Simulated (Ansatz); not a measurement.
## Phonons of AlCo (Pm-3m) against volume

Wanted: Grüneisen parameters and pressure coefficients of the modes of AlCo (Pm-3m).

Method: DFT PBEsol, scalar-relativistic, plane waves, PAW; PAW set soft_1, in Ansatz 0.2.0.

Most raw output is cut from this account.

## (1) Set-up

Symmetry: Pm-3m, No. 221, cubic system. The conventional cell has a = 2.819 Å, b = 2.819 Å, c = 2.819 Å, α = 90.00°, β = 90.00°, γ = 90.00°. Nearest to Al lie 8 Co at 2.44 Å. Nearest to Co lie 8 Al at 2.44 Å. Farther neighbours are not listed.

Structure file:

```cif
data_structure
_symmetry_space_group_name_H-M 'P 1'
_symmetry_Int_Tables_number 1
_cell_length_a 2.8194
_cell_length_b 2.8194
_cell_length_c 2.8194
_cell_angle_alpha 90.000
_cell_angle_beta 90.000
_cell_angle_gamma 90.000
_cell_volume 22.41
loop_
_atom_site_label
_atom_site_type_symbol
_atom_site_fract_x
_atom_site_fract_y
_atom_site_fract_z
_atom_site_occupancy
Al1 Al 0.00000 0.00000 0.00000 1
Co2 Co 0.50000 0.50000 0.50000 1
```

## (2) Relaxation

Harmonic phonons are second derivatives at a point where the forces vanish, and they are wanted at zero stress, so atoms and cell are relaxed first.

Contents of input.yaml:

```yaml
crystal:
  lattice:
    - [2.81940321, 0.0, 0.0]
    - [0.0, 2.81940321, 0.0]
    - [0.0, 0.0, 2.81940321]
  atoms:
    - { symbol: Al, position: [0.0, 0.0, 0.0] }
    - { symbol: Co, position: [0.5, 0.5, 0.5] }
kpoints:
  mp_grid: { grid: [14, 14, 14] }
hamiltonian:
  xc: pbesol
  pseudopotentials: { kind: paw, azcp: { folder: soft_1 }, xc_functional: pbe }
scf:
  occupations: { method: gaussian, width: 0.1 }
output:
  forces: true
  stress: true
  eigenvalues: true
  write_density: true
  write_potential: true
  elf: true
  volumetric_format: npy
relax:
  adjacent_minimum: "off"
  f_tol: 0.005
  max_steps: 80
  cell: { stress_tol: 0.05 }
```

The run is started by

```bash
$ ansatz run input.yaml --threads 4 --pin off --max-ram 10240MiB --backend cpu --events-out ev --progress --plain --runs-dir out
```

The job ended after 2.5 s (4 threads of AMD EPYC 7B13 (Zen 3), shared host; peak memory 0.44 GiB; 8.1 s of CPU time).

This run has no spin polarisation, although Co can carry a moment.

Relaxation path:

```tsv
step	energy less that of the first step (eV)	largest force component (eV/Å)	pressure (GPa)	volume (Å³)
1	0.0000	0.0000	0.62	22.41
2	-0.0001	0.0000	0.28	22.45
3	-0.0001	0.0000	0.00	22.48
4*	-0.0001	0.0000	0.00	22.48
```

Relaxation steps marked * repeat the geometry before them on a plane-wave basis chosen anew for their cell, so energy and pressure can jump there.

Forces are held to the 48 operations that the run works with; a distortion that breaks them can't arise in this run.

```tsv
conventional cell, symmetrised	before	after	change
a (Å)	2.819	2.822	+0.1 %
b (Å)	2.819	2.822	+0.1 %
c (Å)	2.819	2.822	+0.1 %
volume (Å³/atom)	11.21	11.24	+0.3 %
```

The relaxed structure:

```
Al Co
1.0
     2.82241    0.00000    0.00000
     0.00000    2.82241    0.00000
     0.00000    0.00000    2.82241
Al Co
1 1
Direct
  0.00000 0.00000 0.00000
  0.50000 0.50000 0.50000
```

Numbers from this step:

```
pressure          : 0.002760 GPa
volume per atom   : 11.24 Å³
gap on the k-mesh : 0 eV
```

Valence density in the ac plane at fractional y = 0.500, with atoms of Co within 0.2 Å of it. It is the smooth field of the valence electrons, not physical close to the nuclei.

Ten steps, logarithmic in the rise over the least value, from '0' (0 e/Å³) to '9' (42 e/Å³):
```
000000000000000
000000000000000
000001111110000
000012333321000
000123566532100
000135788753100
000136899863100
000136899863100
000135788753100
000123566532100
000012333321000
000001111110000
000000000000000
000000000000000
000000000000000
```
Columns run along a (2.8 Å), rows up along c (2.8 Å). Atoms in or near the plane, at fractional coordinates: Co at (0.50, 0.50).

ELF in the ac plane at fractional y = 0.500, with atoms of Co within 0.2 Å of it. It is the smooth field of the valence electrons, not physical close to the nuclei.

Values, 15 rows by 15 columns:
```
0.50 0.49 0.48 0.46 0.42 0.38 0.34 0.32 0.32 0.34 0.38 0.42 0.46 0.48 0.49
0.49 0.48 0.45 0.39 0.32 0.25 0.20 0.18 0.18 0.20 0.25 0.32 0.39 0.45 0.48
0.48 0.46 0.39 0.30 0.22 0.19 0.17 0.16 0.16 0.17 0.19 0.22 0.30 0.39 0.46
0.46 0.42 0.32 0.22 0.21 0.23 0.24 0.23 0.23 0.24 0.23 0.21 0.22 0.32 0.42
0.44 0.38 0.25 0.19 0.23 0.30 0.36 0.39 0.39 0.36 0.30 0.23 0.19 0.25 0.38
0.43 0.34 0.20 0.17 0.24 0.36 0.51 0.61 0.61 0.51 0.36 0.24 0.17 0.20 0.34
0.42 0.32 0.18 0.16 0.23 0.39 0.61 0.75 0.75 0.61 0.39 0.23 0.16 0.18 0.32
0.42 0.32 0.18 0.16 0.23 0.39 0.61 0.75 0.75 0.61 0.39 0.23 0.16 0.18 0.32
0.43 0.34 0.20 0.17 0.24 0.36 0.51 0.61 0.61 0.51 0.36 0.24 0.17 0.20 0.34
0.44 0.38 0.25 0.19 0.23 0.30 0.36 0.39 0.39 0.36 0.30 0.23 0.19 0.25 0.38
0.46 0.42 0.32 0.22 0.21 0.23 0.24 0.23 0.23 0.24 0.23 0.21 0.22 0.32 0.42
0.48 0.46 0.39 0.30 0.22 0.19 0.17 0.16 0.16 0.17 0.19 0.22 0.30 0.39 0.46
0.49 0.48 0.45 0.39 0.32 0.25 0.20 0.18 0.18 0.20 0.25 0.32 0.39 0.45 0.48
0.50 0.49 0.48 0.46 0.42 0.38 0.34 0.32 0.32 0.34 0.38 0.42 0.46 0.48 0.49
0.50 0.50 0.49 0.48 0.46 0.44 0.43 0.42 0.42 0.43 0.44 0.46 0.48 0.49 0.50
```
Columns run along a (2.8 Å), rows up along c (2.8 Å). Atoms in or near the plane, at fractional coordinates: Co at (0.50, 0.50).

Electrostatic potential energy in the ac plane at fractional y = 0.500, with atoms of Co within 0.2 Å of it. With pseudopotentials it is smooth inside the atoms' cores, unlike the true potential.

Ten even steps from '0' (-32 eV) to '9' (16 eV):
```
999999999999999
999999999999999
999998766789999
999975322357999
999852000025899
999730000003799
999620011002699
999620011002699
999730000003799
999852000025899
999975322357999
999998766789999
999999999999999
999999999999999
999999999999999
```
Columns run along a (2.8 Å; values clipped at the 3rd and 97th percentile), rows up along c (2.8 Å). Atoms in or near the plane, at fractional coordinates: Co at (0.50, 0.50).

In this step the volume went from 11.21 to 11.24 Å³/atom.

## (3) Tight relaxation

Phonons need small forces and stress, so the relaxation is finished with tight tolerances on 16×16×16 k points.

Contents of input.yaml:

```yaml
crystal:
  lattice:
    - [2.8224065044, 0.0, 0.0]
    - [0.0, 2.8224065044, 0.0]
    - [0.0, 0.0, 2.8224065044]
  atoms:
    - { symbol: Al, position: [0.0, 0.0, 0.0] }
    - { symbol: Co, position: [0.5, 0.5, 0.5] }
kpoints:
  mp_grid: { grid: [16, 16, 16] }
hamiltonian:
  xc: pbesol
  pseudopotentials: { kind: paw, azcp: { folder: soft_1 }, xc_functional: pbe }
scf:
  occupations: { method: methfessel_paxton, width: 0.2 }
output:
  forces: true
  stress: true
  eigenvalues: true
relax:
  adjacent_minimum: "off"
  f_tol: 0.001
  max_steps: 60
  cell: { stress_tol: 0.01 }
```

Wall time 2.7 s (4 threads); peak memory 0.45 GiB.

Little changed from the start: no atom moved by 0.005 Å and no cell edge by 0.1 %.

This step gave:

* pressure: 5.46e-4 GPa

The forces vanish by symmetry and the pressure is 0.001 GPa, within the tolerances set. The cell now holds 11.24 Å³/atom.

## (4) Zone-centre response at rest

The force constants come from the linear response of the density to a displacement.

The modes at rest are the reference of the series.

input.yaml, the sections that differ from step 3:

```yaml
crystal:
  lattice:
    - [2.8222089286, 0.0, 0.0]
    - [0.0, 2.8222089286, 0.0]
    - [0.0, 0.0, 2.8222089286]
  atoms:
    - { symbol: Al, position: [0.0, 0.0, 0.0] }
    - { symbol: Co, position: [0.5, 0.5, 0.5] }
output:
  eigenvalues: true
phonons:
  method: dfpt
# kpoints, hamiltonian, scf: as in step 3
# relax: removed
```

Run time: 7.6 s. Hardware: 4 threads; peak memory 0.74 GiB.

This step gave:

```yaml
sum_rule_residual_before_enforcement: 2.08e-5 eV/Å²
point_group: m-3m
highest_optical_mode_at_the_zone_centre_no_lo_to_term: 339.9 cm⁻¹
lowest_optical_zone_centre_mode: 339.9 cm⁻¹
```

Patterns of degenerate modes are one choice out of their space. The modes at Γ (shares of kinetic energy by element, %):

```tsv
mode	frequency (cm⁻¹)	symmetry	Al %	Co %
1	0.0	acoustic	31	69
2	0.0	acoustic	31	69
3	0.0	acoustic	31	69
4	339.9	T1u	69	31
5	339.9	T1u	69	31
6	339.9	T1u	69	31
```

Displacements in mode 4 (339.9 cm⁻¹), the largest set to 1:
```
Al1  0.00  0.04  1.00
Co2  0.00 -0.02 -0.46
```

Before it was imposed, the acoustic sum rule was missed by 2.1e-5 eV/Å². Small misses are needed for a sound result but don't prove that mesh and cutoff are converged. The lowest optical mode is real, 340 cm⁻¹.

## (5) Ground state of a member: 1.06 times the volume at rest

The cell is set to 1.06 times the volume at rest; symmetry leaves nothing else free, so this is a single point.

input.yaml, the sections that differ from step 4:

```yaml
crystal:
  lattice:
    - [2.8775604111, 0.0, 0.0]
    - [0.0, 2.8775604111, 0.0]
    - [0.0, 0.0, 2.8775604111]
  atoms:
    - { symbol: Al, position: [0.0, 0.0, 0.0] }
    - { symbol: Co, position: [0.5, 0.5, 0.5] }
output:
  forces: true
  stress: true
  eigenvalues: true
# kpoints, hamiltonian, scf: as in step 4
# phonons: removed
```

Run time: 0.85 s. Hardware: 4 threads; peak memory 0.43 GiB; 2.6 s of CPU time.

This step gave:

| Property | Result |
| --- | --- |
| pressure | -9.951 GPa |
| volume per atom | 11.91 Å³ |

The forces vanish by symmetry, at a pressure of -9.95 GPa.

## (6) Zone-centre modes of the member: 1.06 times the volume at rest

The zone-centre modes follow for 1.06 times the volume at rest.

input.yaml: that of step 5 with these lines changed.

```diff
@@ -16,4 +16,4 @@
 output:
-  forces: true
-  stress: true
   eigenvalues: true
+phonons:
+  method: dfpt
```

The job ended after 7.9 s (4 threads; peak memory 0.76 GiB; 28 s of CPU time).

This step gave:

| Quantity | Value |
| --- | --- |
| sum-rule residual before enforcement | 1.48e-5 eV/Å² |
| highest optical mode at the zone centre (no LO-TO term) | 305.0 cm⁻¹ |
| lowest optical zone-centre mode | 305.0 cm⁻¹ |

Patterns of degenerate modes are one choice out of their space. The modes at Γ (shares of kinetic energy by element, %):

```tsv
mode	frequency (cm⁻¹)	symmetry	Al %	Co %
1	0.0	acoustic	31	69
2	0.0	acoustic	31	69
3	0.0	acoustic	31	69
4	305.0	T1u	69	31
5	305.0	T1u	69	31
6	305.0	T1u	69	31
```

The optical mode lies at 305.0 cm⁻¹.

Between step 4 and this run (volume ratio 1.06) the value for the highest optical mode at the zone centre (no LO-TO term) moves from 340 cm⁻¹ to 305 cm⁻¹ (-10 %).

## (7) Ground state of a member: 0.9 times the volume at rest

The cell is set to 0.9 times the volume at rest; symmetry leaves nothing else free, so this is a single point.

input.yaml, the sections that differ from step 6:

```yaml
crystal:
  lattice:
    - [2.7248127617, 0.0, 0.0]
    - [0.0, 2.7248127617, 0.0]
    - [0.0, 0.0, 2.7248127617]
  atoms:
    - { symbol: Al, position: [0.0, 0.0, 0.0] }
    - { symbol: Co, position: [0.5, 0.5, 0.5] }
output:
  forces: true
  stress: true
  eigenvalues: true
# kpoints, hamiltonian, scf: as in step 6
# phonons: removed
```

Elapsed: 0.78 s, on 4 threads; peak memory 0.42 GiB.

This step gave:

- pressure: 25.51 GPa
- volume per atom: 10.12 Å³

The forces vanish by symmetry, at a pressure of 25.51 GPa.

## (8) Modes of this member: 0.9 times the volume at rest

The zone-centre modes follow for 0.9 times the volume at rest.

input.yaml: that of step 7 with these lines changed.

```diff
@@ -16,4 +16,4 @@
 output:
-  forces: true
-  stress: true
   eigenvalues: true
+phonons:
+  method: dfpt
```

Wall time 7 s (4 threads); peak memory 0.72 GiB; 25 s of CPU time.

This step gave:

```yaml
sum_rule_residual_before_enforcement: 3.21e-5 eV/Å²
highest_optical_mode_at_the_zone_centre_no_lo_to_term: 405.6 cm⁻¹
lowest_optical_zone_centre_mode: 405.6 cm⁻¹
```

Patterns of degenerate modes are one choice out of their space. Modes at Γ, with each element's share of the kinetic energy:

```tsv
mode	frequency (cm⁻¹)	symmetry	Al %	Co %
1	0.0	acoustic	31	69
2	0.0	acoustic	31	69
3	0.0	acoustic	31	69
4	405.6	T1u	69	31
5	405.6	T1u	69	31
6	405.6	T1u	69	31
```

The optical mode lies at 405.6 cm⁻¹.

Between step 4 and this run (volume ratio 0.9) the value for the highest optical mode at the zone centre (no LO-TO term) moves from 340 cm⁻¹ to 406 cm⁻¹ (+19 %).

## (9) All members side by side

The members are set side by side, also those not shown above.

Each row is one cell with its response, relaxed at fixed volume as far as symmetry leaves anything free; energies are extrapolated to zero smearing, and E0 is that at rest; shape and atoms are relaxed in each cell where symmetry leaves them free; all runs use 16×16×16 k points and Methfessel-Paxton smearing of 0.2 eV. State of the crystal along the series:

```tsv
volume ratio	V (Å³/atom)	pressure (GPa)	E - E0 (meV/atom)
0.9	10.12	25.51	81.51
0.92	10.34	19.26	50.18
0.94	10.56	13.65	27.17
0.96	10.79	8.614	11.62
0.98	11.01	4.08	2.799
0.99	11.13	1.986	0.6801
1	11.24	5.46e-4	0
1.02	11.46	-3.671	2.644
1.04	11.69	-6.976	10.17
1.06	11.91	-9.951	22.11
```

Each mode is tracked from rest by its pattern, and modes that stay within 0.3 cm⁻¹ of each other stand once; shape and atoms are relaxed in each cell where symmetry leaves them free; all runs use 16×16×16 k points and Methfessel-Paxton smearing of 0.2 eV. Optical modes along the series:

```tsv
V (Å³/atom)	mode 4 T1u (cm⁻¹)
10.12	405.6
10.34	391.6
10.56	378.1
10.79	364.9
11.01	352.2
11.13	346
11.24	339.9
11.46	327.9
11.69	316.3
11.91	305
```

From cubic fits (parabolas where under five rows exist) of ln ω and P against ln V through the rows within about 4 % of rest: γ = −d ln ω / d ln V and dω/dP = γ ω / B. Slopes at rest:

```tsv
mode	fitted frequency at rest (cm⁻¹)	Grüneisen parameter γ	dω/dP (cm⁻¹/GPa)
mode 4 T1u	339.9	1.79	3.14
```

## (10) Outcome

```
members                                                          : 10
highest optical mode at the zone centre (no LO-TO term), at rest : 339.9 cm⁻¹
bulk modulus at rest                                             : 193 GPa
mode 4 T1u, γ                                                    : 1.79
```

**Reading.** The series spans -10.0 to 25.5 GPa, and the slope at rest gives a bulk modulus of 193 GPa. The optical mode has γ = 1.79 and moves by 3.1 cm⁻¹ for each GPa. One k mesh and one cutoff serve the ground states and modes of all volumes. These are harmonic frequencies at zero temperature: anharmonic shifts, linewidths and thermal expansion are left out. With no gap, or one that is small against the smearing, the frequencies hang on the k mesh and the smearing, most of all near Kohn anomalies. The runs are without spin polarisation, although Co often carries a moment. The PAW files were made for PBE; the program adapts parts of them to the functional of the run, but their partial waves stay those of PBE, an approximation that was not tested in this session. Only the zone centre was solved, so an instability at another wavevector cannot show here.

[Logs are printed without paths, hosts, clocks, repeated set-up lines and the standing remarks that a program may print on its own settings, such as how far it seeks lower states.]

[Hosts, paths, dates, database ids (printed as entryN), source tags and the programs' standing remarks are cut or masked in the printed files.]
